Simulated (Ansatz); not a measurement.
# AgGeF3 (model cell, started as cubic perovskite with Ge in the octahedra): following an unstable mode, part 3 of 3

Aim: this structure of AgGeF3 (model cell, started as cubic perovskite with Ge in the octahedra) is to be tested for unstable modes, and one is followed downhill.

Ansatz 0.2.0; DFT PBEsol, scalar-relativistic, plane waves, PAW; PAW set soft_1.

So far. Step 4 (The mode frozen in, largest atomic shift 0.22 Å): The run ends at a pressure of 1.13 GPa, with forces up to 0.40 eV/Å. Step 5 (Energy along the mode, all amplitudes (two of the runs …): The lowest of the steps tried is at 0.22 Å, 6.82 meV/atom below the parent; the bottom of the well need not coincide with a step.

The structure was built from a prototype and need not be the compound's stable phase.

**7. The new phase in its own primitive cell**

The relaxed structure is symmetrised, reduced to its primitive cell and relaxed tightly, as its phonons need.

input.yaml

```yaml
crystal:
  lattice:
    - [4.3463746893, 0.0, 0.0]
    - [0.0, 4.3463746893, 0.0]
    - [0.0, 0.0, 5.1047206831]
  atoms:
    - { symbol: Ag, position: [0.0, 0.0, 0.1803654101] }
    - { symbol: Ge, position: [0.5, 0.5, 0.4562933154] }
    - { symbol: F, position: [0.5, 0.0, 0.3905880059] }
    - { symbol: F, position: [0.5, 0.5, 0.096375384] }
    - { symbol: F, position: [0.0, 0.5, 0.3905880059] }
kpoints:
  mp_grid: { grid: [6, 6, 6] }
hamiltonian:
  xc: pbesol
  pseudopotentials: { kind: paw, azcp: { folder: soft_1 }, xc_functional: pbe }
scf:
  occupations: { method: fixed }
output:
  forces: true
  stress: true
  eigenvalues: true
relax:
  adjacent_minimum: "off"
  f_tol: 0.001
  max_steps: 60
  cell: { stress_tol: 0.01 }
```

Run with:

```sh
> ansatz run input.yaml --threads 4 --pin off --max-ram 16384MiB --backend cpu --events-out ev --progress --plain --runs-dir out
```

Numbers of over 12 decimals in the logs are rounded to 6 here.

Output:

```text
[...]
Crystal: 5 atoms, lattice volume = 96.433 Å³
Basis set: ecut = 420 eV, 1921 PW (Γ), exchange–correlation on 60×60×72 points (8 copies of the dense FFT grid, shifted against one another)
Bands: 33, of which v1, the nominal top of the filled ones, is band 27 counted from 1 (26 counted from 0)
Symmetry: 8 space group operations
[...]
k-points: 40 of 216 (time reversal used)
[...]
--- Relaxed structure (3 steps of the walk, 3 accepted, 1 SCFs on fresh bases) ---
[...]
cell:  # Å, volume = 96.5751 Å³
    - [4.345903, 0.0, 0]
    - [0.0, 4.345903, 0.0]
    - [0, 0.0, 5.113348]
  atoms:
    - { symbol: Ag, position: [0, 0.0, 0.180510] }
    - { symbol: Ge, position: [0.5, 0.5, 0.456082] }
    - { symbol: F, position: [0.5, 0.0, 0.390425] }
    - { symbol: F, position: [0.5, 0.5, 0.096768] }
    - { symbol: F, position: [0, 0.5, 0.390425] }
[key lines of the parts left out:]
SCF converged after 7 iterations
Free energy (F): -14176.156978 eV
Fermi energy:    3.646989 eV
P = ⅓ Tr σ = 0.0035 GPa (0.035 kbar)
```

It took 14 s on 4 threads of Arm Neoverse V2, shared host; peak memory 0.38 GiB; 52 s of CPU time.

Relaxation path:

```
step  energy less that of the first step (eV)  largest force component (eV/Å)  pressure (GPa)  volume (Å³)
   1                                   0.0000                          0.0014            0.00        96.43
   2                                   0.0001                          0.0002            0.00        96.48
   3                                   0.0002                          0.0005            0.00        96.58
  4*                                   0.0000                          0.0005            0.00        96.58
```

Relaxation steps marked * repeat the geometry before them on a plane-wave basis chosen anew for their cell, so energy and pressure can jump there.

Forces are held to the 8 operations that the run works with; a distortion that breaks them can't arise in this run.

```
conventional cell, symmetrised  before  after  change
                         a (Å)   4.346  4.346  -0.0 %
                         b (Å)   4.346  4.346  -0.0 %
                         c (Å)   5.105  5.113  +0.2 %
              volume (Å³/atom)   19.29  19.32  +0.1 %
```

The relaxed structure:

```xyz
5
Lattice="4.3459 0.0000 0.0000 0.0000 4.3459 0.0000 0.0000 0.0000 5.1133" Properties=species:S:1:pos:R:3 pbc="T T T"
Ag    0.0000    0.0000    0.9230
Ge    2.1730    2.1730    2.3321
F     2.1730    0.0000    1.9964
F     2.1730    2.1730    0.4948
F     0.0000    2.1730    1.9964
```

Numbers from this step:

```
pressure           : 0.003488 GPa
gap on the k-mesh  : 2.182 eV
volume per atom    : 19.32 Å³
direct gap on mesh : 3.506 eV
```

The largest force component left is 0.51 meV/Å and the pressure is 0.003 GPa, within the tolerances set. The cell now holds 19.32 Å³/atom.

**8. Modes of the new phase, k-mesh 6×6×6, occupations fixed**

A relaxed structure may still be a saddle point, so its zone-centre modes are computed. The response to a homogeneous field gives the Born charges and the dielectric tensor.

input.yaml, the sections that differ from step 7:

```yaml
crystal:
  lattice:
    - [4.3459026337, 0.0, 0.0]
    - [0.0, 4.3459026337, 0.0]
    - [0.0, 0.0, 5.1133480162]
  atoms:
    - { symbol: Ag, position: [0.0, 0.0, 0.1805099002] }
    - { symbol: Ge, position: [0.5, 0.5, 0.4560824717] }
    - { symbol: F, position: [0.5, 0.0, 0.3904250411] }
    - { symbol: F, position: [0.5, 0.5, 0.0967676671] }
    - { symbol: F, position: [0.0, 0.5, 0.3904250411] }
output:
  eigenvalues: true
phonons:
  method: dfpt
  dielectric: true
  rigid_motions: translations
# kpoints, hamiltonian, scf: as in step 7
# relax: removed
```

Output:

```text
[...]
Crystal: 5 atoms, lattice volume = 96.575 Å³
Basis set: ecut = 420 eV, 1921 PW (Γ), exchange–correlation on 60×60×72 points (8 copies of the dense FFT grid, shifted against one another)
Bands: 33, of which v1, the nominal top of the filled ones, is band 27 counted from 1 (26 counted from 0)
Symmetry: 8 space group operations
k-points: 112 of 216 (irreducible under 1 space group operation, time reversal used)
[...]
SCF iter   1: F=—  HF=-14184.098508 eV  |F-HF|=—  |Δ(HF+E_count)|=         —  Δρ=1.79e-1  dr2=2.86e1  ethr=3.10e-3  ⟨swp⟩=4.4  Hψ=12383  notcnv=0  defer=423
[...]
SCF iter  14: F=-14176.156978 eV  HF=-14176.156978 eV  |F-HF|=2.00e-10  |Δ(HF+E_count)|=   2.05e-9  Δρ=2.34e-7  dr2=8.83e-11  ethr=1.00e-12  ⟨swp⟩=12.2  Hψ=23616  notcnv=0
SCF 1 converged in 14 iterations: F = -14176.156978 eV  dr2 = 8.83e-11
[...]
DFPT response loops at Γ: preconditioner auto → none (the input reference at scf.mixing.eps_inf says where Resta's filter doesn't serve); β = 0.50; Broyden in place of MSR1
── the response to a field inside a basis, on 6×6×6 k-points: an SCF that follows is theirs, and a resumed run solves both again ──
Bands: 28, of which v1, the nominal top of the filled ones, is band 27 counted from 1 (26 counted from 0)
k-points: 18 of 216 (time reversal used)
[...]
Eigensolver: Dense (18 Hₖ)
SCF iter   1: F=—  HF=-14176.129701 eV  |F-HF|=—  |Δ(HF+E_count)|=         —  Δρ=3.83e-4  dr2=2.55e-5  ethr=1.00e-1
[...]
SCF iter   4: F=-14176.129713 eV  HF=-14176.129713 eV  |F-HF|=5.55e-9  |Δ(HF+E_count)|=   8.80e-7  Δρ=6.37e-6  dr2=3.53e-8  ethr=2.41e-9
SCF 1 converged in 4 iterations: F = -14176.129713 eV  dr2 = 3.53e-8
[...]
SCF converged after 14 iterations
Free energy (F): -14176.156978 eV
[...]
Internal energy: -14176.156978 eV  (E = F + TS)
E sigma→0 (E₀):  -14176.156978 eV
Fermi energy:    3.646989 eV
[...]
--- Band table (eV; the first three rows and the last of 112) ---
  k-point 0: bands = [... 23 lower, 1.8812, 2.2920, 2.2920, 2.3226, 5.8286, 9.6510, 10.4526, 10.4526, ... 2 higher]
  k-point 1: bands = [... 23 lower, 1.9068, 2.2961, 2.2961, 2.3279, 5.8694, 9.2583, 10.4357, 10.4357, ... 2 higher]
  k-point 2: bands = [... 23 lower, 2.0139, 2.3041, 2.3041, 2.3382, 5.8957, 8.7629, 10.4011, 10.4011, ... 2 higher]
  k-point 111: bands = [... 23 lower, 1.6507, 1.6801, 2.6498, 3.6470, 7.3313, 7.7244, 7.7244, 9.8370, ... 2 higher]
--- Phonons (Γ-DFPT): 9 representative perturbations + reference, on 112 of 216 k-points (Σ response iterations 31) ---
  k mesh reduced under 1 symmetry operation, with k and −k counted as one. Each operation leaves every solved perturbation unchanged. A smaller set is not considered because the run solves the response to a homogeneous field
  ASR residual: 1.272e-4 → 0.000e0 eV/Å²; symmetrization residual: 1.982e-5 eV/Å²
  ASR residual per site (eV/Å²): 1.02e-4 1.23e-4 1.27e-4 3.23e-5 1.27e-4
[...]
ε∞ (high-frequency dielectric tensor):
        3.183912     0.000000     0.000000
        0.000000     3.183912     0.000000
        0.000000     0.000000     2.398092
  softest optical mode at Γ: -171.52 cm⁻¹; the repairs (sum rule, projections) moved no ω² at Γ by more than (2.46 cm⁻¹)²
  Born effective charges Z* (e; rows j = field, columns β = displacement):
    site 0:
         1.54747    0.00000    0.00000
         0.00000    1.54747    0.00000
         0.00000    0.00000    0.76602
    site 1:
         3.42538    0.00000   -0.00000
         0.00000    3.42538    0.00000
         0.00000    0.00000    1.84560
    site 2:
        -1.02120    0.00000    0.00000
         0.00000   -3.10789    0.00000
        -0.00000    0.00000   -0.48657
    site 3:
        -0.84376    0.00000    0.00000
         0.00000   -0.84376    0.00000
        -0.00000    0.00000   -1.63848
    site 4:
        -3.10789    0.00000    0.00000
         0.00000   -1.02120    0.00000
         0.00000    0.00000   -0.48657
  Z* charge neutrality: 1.944e-3 e pre-enforcement
  solved inside a basis spanned on kpoints, on 6×6×6 k-points, its susceptibility summed on 8×8×8: ε∞ is read to err by 7.4e-3, Z* by 2.1e-2 e (field_mesh: kpoints solves on kpoints); Z* is corrected for what the basis lacks
  optical modes at Γ without the LO–TO term, one row a degenerate level:
      ω (cm⁻¹)  modes    IR ((D/Å)²/amu)
       -171.52      2            28.6342
         64.92      2             1.5058
         90.04      1             0.1034
        148.24      1             0.0000
        188.27      2             5.9912
        214.31      2             0.0679
        220.13      1             0.3703
        492.42      1             4.5688
  optical modes at Γ + LO–TO along q̂ = [1.0000, 0.0000, 0.0000]:
      ω (cm⁻¹)  modes    IR ((D/Å)²/amu)
       -171.52      1            14.3171
         32.39      1             0.2232
         64.92      1             0.7529
         90.04      1             0.1034
        141.09      1             0.9713
        148.24      1             0.0000
        188.27      1             2.9956
        214.08      1             0.0056
        214.31      1             0.0339
        220.13      1             0.3703
        339.01      1            16.8995
        492.42      1             4.5688
  optical modes at Γ + LO–TO along q̂ = [0.0000, 1.0000, 0.0000]:
      ω (cm⁻¹)  modes    IR ((D/Å)²/amu)
       -171.52      1            14.3171
         32.39      1             0.2232
[...]
214.31      1             0.0339
        220.13      1             0.3703
        339.01      1            16.8995
        492.42      1             4.5688
  optical modes at Γ + LO–TO along q̂ = [0.0000, 0.0000, 1.0000]:
      ω (cm⁻¹)  modes    IR ((D/Å)²/amu)
       -171.52      2            28.6342
         64.92      2             1.5058
         94.12      1             0.0644
        148.24      1             0.0000
        188.27      2             5.9912
        214.31      2             0.0679
        226.50      1             0.2570
        534.15      1             4.7212
```

Wall time 2 min (4 threads); peak memory 1.6 GiB; 7.4 min of CPU time.

This step gave:

```yaml
sum_rule_residual_before_enforcement: 1.27e-4 eV/Å²
miss_of_the_charge_sum_rule: 0.001944 e
estimated_error_of_the_dielectric_tensor: 0.007357
estimated_error_of_the_born_charges: 0.02110 e
point_group: 4mm
highest_optical_mode_at_the_zone_centre_no_lo_to_term: 492.4 cm⁻¹
lowest_optical_zone_centre_mode: -171.5 cm⁻¹
mean_high_frequency_dielectric_constant: 2.922
largest_born_charge_third_of_the_trace: 2.899 e
top_of_the_zone_centre_spectrum_with_the_field: 534.1 cm⁻¹
```

Patterns of degenerate modes are one choice out of their space. The modes at Γ (shares of kinetic energy by element, %) (negative means imaginary):

```
mode  frequency (cm⁻¹)  symmetry  Ag %  Ge %  F %
   1            -171.5         E     2    12   86
   2            -171.5         E     2    12   86
   3               0.0  acoustic    45    31   24
   4               0.0  acoustic    45    31   24
   5               0.0  acoustic    45    31   24
   6              64.9         E    38    50   12
   7              64.9         E    38    50   12
   8              90.0        A1    53    34   13
   9             148.2        B1     0     0  100
  10             188.3         E    14     0   86
  11             188.3         E    14     0   86
  12             214.3         E     0     8   92
  13             214.3         E     0     8   92
  14             220.1        A1     2    13   86
  15             492.4        A1     0    22   78
```

Displacements in mode 2 (-171.5 cm⁻¹), the largest set to 1:
```
Ag1  0.00 -0.08  0.00
Ge2  0.00 -0.21  0.00
F3   0.00  1.00  0.00
F4   0.01  0.46  0.00
F5   0.02 -0.20  0.00
```

Displacements in mode 15 (492.4 cm⁻¹), the largest set to 1:
```
Ag1  0.00  0.00 -0.01
Ge2  0.00  0.00 -0.28
F3   0.00  0.00  0.06
F4   0.00  0.00  1.00
F5   0.00  0.00  0.06
```

Optical modes at the zone centre, without and with the macroscopic field of the longitudinal modes; each column is sorted by frequency, so a row need not hold one and the same mode. Modes with and without the field, by row:

```
rank among optical modes  no field (cm⁻¹)  q along (1, 0, 0) (cm⁻¹)  q along (0, 0, 1) (cm⁻¹)
                       1           -171.5                    -171.5                    -171.5
                       2           -171.5                      32.4                    -171.5
                       3             64.9                      64.9                      64.9
                       4             64.9                        90                      64.9
                       5               90                     141.1                      94.1
                       6            148.2                     148.2                     148.2
                       7            188.3                     188.3                     188.3
                       8            188.3                     214.1                     188.3
                       9            214.3                     214.3                     214.3
                      10            214.3                     220.1                     214.3
                      11            220.1                       339                     226.5
                      12            492.4                     492.4                     534.1
```

Born charge (rows field, columns displacement) (e), principal values of the symmetric part by kind of site:

```
atom  atoms with these values    low  middle   high   mean
 Ag1                        1   0.77    1.55   1.55   1.29
 Ge2                        1   1.85    3.43   3.43   2.90
  F3                        2  -3.11   -1.02  -0.49  -1.54
  F4                        1  -1.64   -0.84  -0.84  -1.11
```

In full for F4:

```
-0.84  0.00  0.00
 0.00 -0.84  0.00
 0.00  0.00 -1.64
```

High-frequency dielectric tensor:

```
3.18 0.00 0.00
0.00 3.18 0.00
0.00 0.00 2.40
```

Transverse modes; imaginary modes are left out. Lines of the infrared spectrum (strongest = 100):

```
position (cm⁻¹)  label  relative intensity
             65      E                  25
             90     A1                 1.7
            148     B1                 0.0
            188      E                 100
            214      E                 1.1
            220     A1                 6.2
            492     A1                  76
```

Before it was imposed, the acoustic sum rule was missed by 1.3e-4 eV/Å² and the charge sum rule by 0.0019 e. Small misses are needed for a sound result but don't prove that mesh and cutoff are converged. The lowest optical mode is imaginary, 171.5i cm⁻¹, so the energy falls along it.

**9. Results**

```yaml
unstable_mode_of_the_parent: q = (0, 0, 0), 190i cm⁻¹
depth_at_the_lowest_point_sampled: 6.82 meV/atom
largest_atomic_shift_at_that_point: 0.22 Å
space_group_reached_within_0p01_a: P4mm
energy_gained_over_the_parent_first_relaxation_on_the_mesh_of_the_frozen_mode: 107 meV/atom
volume_per_atom_phase_reached: 19.3 Å³
gap_on_the_k_mesh_phase_reached: 2.18 eV
lowest_optical_zone_centre_mode_phase_reached: -172 cm⁻¹
highest_optical_mode_at_the_zone_centre_no_lo_to_term_phase_reached: 492 cm⁻¹
```

Along this mode the structure falls into P4mm, 107 meV/atom below the parent. At the parent's cell the well is 6.822 meV/atom deep on the steps tried, with its lowest point at a shift of 0.22 Å. Relaxing atoms and cell changes the gain by +99.88 meV/atom against the lowest step (energies at zero smearing). Most of the total comes from this relaxation. The new phase still has an imaginary mode at the zone centre of its cell, so it is a saddle point on the way to a lower structure. Of the 6 patterns followed to their end from this parent, this one ends 210 meV/atom above the lowest, R3m. Each path keeps the symmetry of its pattern, so a lower phase may lie along a pattern not tried. With no gap, or one that is small against the smearing, the frequencies hang on the k mesh and the smearing, most of all near Kohn anomalies. The PAW files were made for PBE and serve the other functionals too. The starting cell was built on a prototype and not taken from a measurement, so the phase need not exist.

[Logs are printed without paths, hosts, clocks, repeated set-up lines and the standing remarks that a program may print on its own settings, such as how far it seeks lower states.]

[Hosts, paths, dates, database ids (printed as entryN), source tags and the programs' standing remarks are cut or masked in the printed files.]
